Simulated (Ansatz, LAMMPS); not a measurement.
# How cost and error scale: amorphous poly(phenylene sulfide) (as short chains C32S5H26) at 500 K (378 atoms) repeated

How do plane waves and support functions scale when amorphous poly(phenylene sulfide) (as short chains C32S5H26) at 500 K (378 atoms) is repeated?

Method: Kohn-Sham DFT, RPBE+D3(BJ), PAW (set soft_2), plane waves, in Ansatz 0.2.0.

This is a report of a sequence of runs, with most program output left out.

## (1) The structure

The cell holds 378 atoms: 192 C, 30 S and 156 H. Cell: a = 17.235 Å, b = 17.235 Å, c = 17.235 Å, α = 90.0°, β = 90.0°, γ = 90.0°. 6 poly(phenylene sulfide) chains of 5 units with methyl end groups placed at random, at 1.11 g/cm³; overlaps pushed apart, then 20 ps at 800 K with MMFF94 bonds, angles, torsions, charges and radii (Halgren, J. Comput. Chem. 17, 490 (1996)) in harmonic and 12-6 forms. Snapshot after 30 ps at 500 K and fixed volume.

Limits known from the start: The network of contacts between molecules at the start is that of the classical potential that made the cell, and needn't be the one that DFT or experiment would give. The density was typed from a rule of thumb and may lie off the real one at this temperature.

## (2) The classical run that made the cell

A classical potential makes the cell, at a small fraction of what the same run would cost in DFT.

This step: classical MD, MMFF94 bonds, angles, torsions, charges and radii (Halgren, J. Comput. Chem. 17, 490 (1996)) in harmonic and 12-6 forms; charges of ions scaled by 0.8 (LAMMPS 22 Jul 2025 - Update 4).

Input file in.lmp:

```
# amorphous poly(phenylene sulfide)
units real
atom_style full
boundary p p p
bond_style harmonic
angle_style harmonic
dihedral_style opls
improper_style harmonic
special_bonds lj 0 0 0.5 coul 0 0 0.75
read_data data.lmp
neigh_modify delay 0 every 1 check yes one 4000
comm_modify cutoff 12.0
timestep 0.5
thermo_style custom step time temp pe press density
thermo_modify norm yes
# push overlapping molecules apart
pair_style soft 2.6
pair_coeff * * 0.0
variable a equal ramp(1,60)
fix ad all adapt 1 pair soft a * * v_a
velocity all create 800 85323 mom yes dist gaussian
fix lim all nve/limit 0.03
fix lan all langevin 800 800 50 85324 zero yes
thermo 1000
run 3000 post no
unfix ad
pair_style lj/cut/coul/long 9.0
pair_modify mix arithmetic tail yes
pair_coeff 1 1 0.0678 3.3680   # C
pair_coeff 2 2 0.0678 3.5860   # C
pair_coeff 3 3 0.2681 3.7370   # S
pair_coeff 4 4 0.0216 2.5400   # H
kspace_style pppm 1.0e-4
thermo 100
# [... 16 lines left out ...]
compute msd all msd com yes
thermo 7500
fix md all nvt temp 500 500 100
run 30000 post no
print "== T500: mean square displacement over the hold $(c_msd[4]:%.2f) A^2"
unfix md
uncompute msd
write_dump all custom T500.dump id type xs ys zs modify sort id
```

Command:

```
> lmp -in in.lmp -log none -nocite
```

Run time: 4 min. Hardware: 1 thread of Intel Xeon at 2.80GHz (Skylake/Cascade Lake), shared host; peak memory 0.63 GiB.

The input also reads data.lmp (atoms, bonds and types; not printed here).

## (3) Plane waves, typed cell on a dense mesh

The typed cell on a k-mesh is the yardstick: it samples like Γ on the cell repeated as often as the mesh has points along each axis. Its own convergence isn't tested.

Input file input.yaml:

```yaml
crystal:
  lattice:
    - [17.23476, 0.0, 0.0]
    - [0.0, 17.23476, 0.0]
    - [0.0, 0.0, 17.23476]
  atoms:
    - { symbol: C, position: [0.69773, 0.68302, 0.14814] }
    - { symbol: C, position: [0.66366, 0.72111, 0.21488] }
    - { symbol: C, position: [0.6516, 0.67866, 0.27867] }
    - { symbol: C, position: [0.6136, 0.71136, 0.34513] }
    - { symbol: C, position: [0.59348, 0.78958, 0.3439] }
    - { symbol: C, position: [0.6076, 0.83252, 0.2754] }
    - { symbol: C, position: [0.64255, 0.79799, 0.20956] }
    - { symbol: S, position: [0.55116, 0.83446, 0.42444] }
    - { symbol: C, position: [0.61533, 0.90977, 0.45392] }
    - { symbol: C, position: [0.69032, 0.89019, 0.46868] }
    - { symbol: C, position: [0.74451, 0.94289, 0.47994] }
    - { symbol: C, position: [0.7262, 0.0239, 0.48865] }
    - { symbol: C, position: [0.64725, 0.04372, 0.4841] }
    - { symbol: C, position: [0.58876, 0.98799, 0.46499] }
    - { symbol: S, position: [0.79642, 0.08917, 0.5107] }
    - { symbol: C, position: [0.79511, 0.0912, 0.61084] }
    - { symbol: C, position: [0.8215, 0.15871, 0.65074] }
    - { symbol: C, position: [0.82178, 0.15922, 0.72774] }
    - { symbol: C, position: [0.78764, 0.10074, 0.77334] }
    - { symbol: C, position: [0.75708, 0.03387, 0.73959] }
    - { symbol: C, position: [0.76331, 0.0304, 0.65739] }
    - { symbol: S, position: [0.7744, 0.11674, 0.8741] }
    - { symbol: C, position: [0.69115, 0.06426, 0.89315] }
    - { symbol: C, position: [0.63062, 0.06852, 0.84278] }
    - { symbol: C, position: [0.56837, 0.02383, 0.84733] }
    - { symbol: C, position: [0.55829, 0.97233, 0.90993] }
    - { symbol: C, position: [0.61574, 0.9655, 0.96279] }
    - { symbol: C, position: [0.68357, 0.01155, 0.95097] }
    - { symbol: S, position: [0.47419, 0.91508, 0.92569] }
    - { symbol: C, position: [0.48167, 0.86466, 0.83855] }
    - { symbol: C, position: [0.43486, 0.88454, 0.77673] }
    - { symbol: C, position: [0.42189, 0.83547, 0.71687] }
    [... 340 atom lines left out ...]
    - { symbol: H, position: [0.51155, 0.48944, 0.57374] }
    - { symbol: H, position: [0.34399, 0.36086, 0.43113] }
    - { symbol: H, position: [0.45039, 0.32685, 0.34727] }
    - { symbol: H, position: [0.34795, 0.31221, 0.58906] }
    - { symbol: H, position: [0.41035, 0.35976, 0.66094] }
    - { symbol: H, position: [0.30112, 0.34933, 0.6686] }
kpoints:
  mp_grid: { grid: [2, 2, 2] }
hamiltonian:
  xc: rpbe
  dispersion: d3bj
scf:
  occupations: { method: fixed }
output:
  forces: true
  stress: true
  populations: true
  dos:
    method: { smearing: { sigma: 0.15 } }
    de: 0.1
    projected: { site_lists: { C: [C], H: [H], S: [S] } }
  eigenvalues: true
```

Command:

```
> ansatz run input.yaml --threads 6 --pin off --max-ram 102400MiB --backend cuda --events-out ev --progress --plain --runs-dir out
```

The job ended after 30 s (1 × NVIDIA H100 80GB HBM3 with 6 threads of AMD EPYC 7R13 (Zen 3), shared host; peak memory 12 GiB; 84 s of CPU time).

That memory is the host's.

The program notes that it cut back its plan to fit the GPU's memory.

Read from the output:

| Quantity | Value |
| --- | --- |
| free energy | -78156.7606 eV |
| free energy per atom | -206.7639 eV/atom |
| SCF cycles | 10 |
| pressure | 2.315 GPa |
| r.m.s. force component | 1.282 eV/Å |
| longest force | 8.403 eV/Å |
| Fermi energy | 0.8382 eV |
| gap (highest filled to lowest empty level) | 2.143 eV |
| spilling of the projection | 0.01323 |

The r.m.s. force component of 1.3 eV/Å sets the scale for the differences below.

## (4) Plane waves, 378 atoms

The typed cell is solved at Γ alone, the coarsest sampling of the series.

input.yaml, the sections that differ from step 3:

```yaml
kpoints:
  mp_grid: { grid: [1, 1, 1] }
output:
  forces: true
  eigenvalues: true
# crystal, hamiltonian, scf: as in step 3
```

Run time: 4.4 s. Hardware: 1 × NVIDIA H100 80GB HBM3 with 6 threads; peak memory 1.5 GiB.

That memory is the host's; the program planned up to 13.6 GiB on the GPU.

The energy lies 0.013 meV/atom below the dense-mesh reference.

## (5) Support functions, 378 atoms

The typed cell is solved at Γ alone, now in support functions.

This step: Kohn-Sham DFT, RPBE+D3(BJ), PAW (set soft_2), localised support functions (medium) (Ansatz 0.2.0).

Changes to input.yaml since step 4:

```diff
@@ -14,2 +14,5 @@
   occupations: { method: fixed }
+  eigensolver: { kind: { support_functions: { accuracy: medium } } }
+  mixing: { beta: 0.4 }
+  max_iter: 150
 output:
```

Run time: 6.8 s. Hardware: 1 × NVIDIA H100 80GB HBM3 with 6 threads; peak memory 1.7 GiB.

That memory is the host's; the program planned up to 7.2 GiB on the GPU.

The program notes that the band table was not solved further than the SCF left it and it switched symmetry off.

The energy lies 3.02 meV/atom below the dense-mesh reference, and 3.0 meV/atom below plane waves of the same size, an offset between the two bases that leaves the sampling error alike.

## (6) Support functions, 3024 atoms

The repeated cell is solved at Γ in support functions.

Changes to input.yaml since step 5:

```diff
@@ -7,2 +7,3 @@
     [... the 378 atom lines of step 3 ...]
+  supercell: [2, 2, 2]
 kpoints:
@@ -15,3 +16,3 @@
   eigensolver: { kind: { support_functions: { accuracy: medium } } }
-  mixing: { beta: 0.4 }
+  mixing: { beta: 0.2 }
   max_iter: 150
@@ -19,2 +20 @@
   forces: true
-  eigenvalues: true
```

It took 48 s on 1 × NVIDIA H100 80GB HBM3 with 6 threads; peak memory 7.3 GiB.

That memory is the host's; the program planned up to 37.8 GiB on the GPU.

The energy lies 3.04 meV/atom below the dense-mesh reference.

## (7) Truncated density matrix, 3024 atoms

Cutting the density matrix at a range is meant to remove the step that grows fastest with size; it needs a cell with a gap.

This step: Kohn-Sham DFT, RPBE+D3(BJ), PAW (set soft_2), localised support functions (medium), truncated density matrix (Ansatz 0.2.0).

input.yaml, the sections that differ from step 6:

```yaml
scf:
  occupations: { method: fixed }
  eigensolver:
    kind:
      support_functions: { accuracy: medium, density_matrix: { truncated: {} } }
    mixed_precision: true
  mixing: { beta: 0.2 }
  max_iter: 150
# crystal, kpoints, hamiltonian, output: as in step 6
```

It took 56 s on 1 × NVIDIA H100 80GB HBM3 with 6 threads; peak memory 7.3 GiB; 95 s of CPU time.

That memory is the host's; the program planned up to 47.1 GiB on the GPU.

The program notes that the search for missed states was only partial.

The energy lies 3.04 meV/atom below the dense-mesh reference.

## (8) Scaling with size

Differences are against the typed cell on a 2×2×2 mesh, which samples like Γ on 3024 atoms (r.m.s. force component 1.28 eV/Å, gap 2.14 eV). Every repeated cell is solved at Γ, and forces are averaged over the copies of each atom. Hardware: 1 × NVIDIA H100 80GB HBM3 with 6 threads of AMD EPYC 7R13 (Zen 3), shared host.

```csv
atoms,repeats,basis,"Δ force, r.m.s. (meV/Å)",Δ energy (meV/atom),less plane waves of the same size (meV/atom),gap (eV),spread among copies (meV/Å),SCF cycles,time,host memory (GiB),planned on the GPU (GiB)
378,1×1×1,plane waves,0.134,-0.013,-,2.15,-,10,4.4 s,1.5,14
378,1×1×1,support functions,3.93,-3.02,-3.0,2.15,-,13,6.8 s,1.7,7.2
3024,2×2×2,support functions,3.86,-3.04,-,2.14,0.063,21,48 s,7.3,38
3024,2×2×2,truncated density matrix,3.85,-3.04,-,-,0.06,27,56 s,7.3,47
```

## (9) What the reference run shows

The comparisons rest on this run, so its electronic structure is set out here.

Neighbours are counted within 1.85 Å (C-C), 1.34 Å (C-H), 2.21 Å (C-S).

Length of the force by element and coordination:

| element | coordination | atoms | mean length of the force (eV/Å) | spread | least | most |
| --- | --- | --- | --- | --- | --- | --- |
| C | all | 192 | 2.50 | 1.32 | 0.164 | 8.40 |
| C | 3 | 180 | 2.52 | 1.35 | 0.164 | 8.40 |
| C | 4 | 12 | 2.12 | 0.689 | 1.23 | 3.31 |
| H | all | 156 | 1.15 | 0.702 | 0.152 | 3.72 |
| S | all | 30 | 1.11 | 0.642 | 0.194 | 2.51 |

Löwdin charges by element and coordination (they lack the spilled electrons, 0.039 e an atom on average):

```
element  coordination  atoms  mean charge (e)  spread   least    most
      C           all    192           -0.123   0.103  -0.545  0.0814
      C             3    180          -0.0985  0.0426  -0.154  0.0814
      C             4     12           -0.486  0.0373  -0.545  -0.428
      H           all    156            0.199  0.0144   0.140   0.232
      S           all     30            0.237  0.0395   0.131   0.326
```

Density of states as counts of states in windows of 1 eV (from the Fermi level), total and the larger projections:

```csv
from (eV),to (eV),total,C p,H s,S p,C s
-14,-13,31.9,9.3,2.8,0.9,14.5
-13,-12,23.5,7.7,2.0,0.9,8.4
-12,-11,33.0,12.7,3.9,0.7,9.8
-11,-10,73.5,38.5,9.4,1.5,20.9
-10,-9,37.8,21.3,5.4,0.6,7.7
-9,-8,28.9,17.7,4.3,3.7,1.9
-8,-7,71.4,52.2,6.7,5.1,3.5
-7,-6,122.2,78.3,27.1,5.1,8.5
-6,-5,115.2,82.5,17.9,9.8,1.9
-5,-4,97.5,66.8,14.2,12.5,1.1
-4,-3,105.2,62.4,15.0,23.6,0.8
-3,-2,72.3,55.3,1.5,13.2,0.6
-2,-1,62.1,46.1,0.8,13.9,0.5
-1,0,43.0,13.8,0.7,27.4,0.6
0,1,2.1,0.8,0.0,1.2,0.0
1,2,0.2,0.2,0.0,0.0,0.0
2,3,64.8,54.2,1.3,2.5,1.6
3,4,67.8,48.3,4.0,4.4,2.9
4,5,78.7,17.7,13.2,14.6,8.9
```

With fixed occupations the program's Fermi level is the highest filled level; weight inside the gap is the broadening of levels at its edges.

Between -19 and -14 eV lie 184 more states.

The levels nearest the highest filled one (over half full), pooled over k-points and spins:

```csv
level less the highest filled one (eV),occupation
-0.0022,2
-0.0021,2
-8.0e-4,2
-5.0e-4,2
-3.0e-4,2
0,2
2.14,0
2.14,0
2.14,0
2.14,0
2.15,0
2.15,0
```

Mean Löwdin charges: C -0.12, H +0.20, S +0.24 e (they miss 1.3 % of the electrons, so they add up to more than the cell's charge). The largest share in the top eV of filled states is S p (64 % of the projected weight), and in the lowest eV of empty states C p (90 % of the projected weight).

## (10) Summary of results

| Quantity | Value |
| --- | --- |
| free energy per atom | -206.7639 eV/atom |
| pressure | 2.315 GPa |
| r.m.s. force component | 1.282 eV/Å |
| gap (highest filled to lowest empty level) | 2.143 eV |
| wall time of the 5 DFT runs | 2.4 min |

With support functions, the time grows as the 0.9 power of the atom count between the two largest sizes, 378 and 3024 atoms (13 and 21 SCF cycles). The smaller run is short enough for fixed overheads to flatten this slope. At 3024 atoms truncation (run in mixed precision) changes the energy by -0.0002 meV/atom and takes 1.2 times the time of the full density matrix. At equal size the support functions lie 3.0 meV/atom below plane waves, likely because their grid holds more waves than 420 eV; no run tests this. At the largest size the support functions' forces differ from the reference by 0.30 % of the r.m.s. force, where they sample the same k-points. In some support-function runs the search for missed states was left out or partial.

Between filled and empty levels lie 2.14 eV (on the run's k-points); a semilocal functional tends to put such gaps too low. It is the spacing of short capped chains, not of the long polymer. In a disordered cell it changes from sample to sample, and tail or defect levels can set it.

Caveats: The force components of 1.3 eV/Å r.m.s. reflect the temperature of the frame as well as the gap between the generating potential and DFT, above all in bond lengths inside molecules. The pressure of 2.3 GPa is that of one thermal frame, in which the classical model's bond lengths enter as well as the volume, without the kinetic term and with the strain of bonds inside molecules.

[Logs are printed without paths, hosts, clocks, repeated set-up lines and the standing remarks that a program may print on its own settings, such as how far it seeks lower states.]

[Hosts, paths, dates, database ids (printed as entryN), source tags and the programs' standing remarks are cut or masked in the printed files.]

[The MMFF94 radii named for the starting cell were scaled by 0.96; in molecules described by MMFF94, hydrogen bound to N, O or S took a small fixed 12-6 site in their place.]
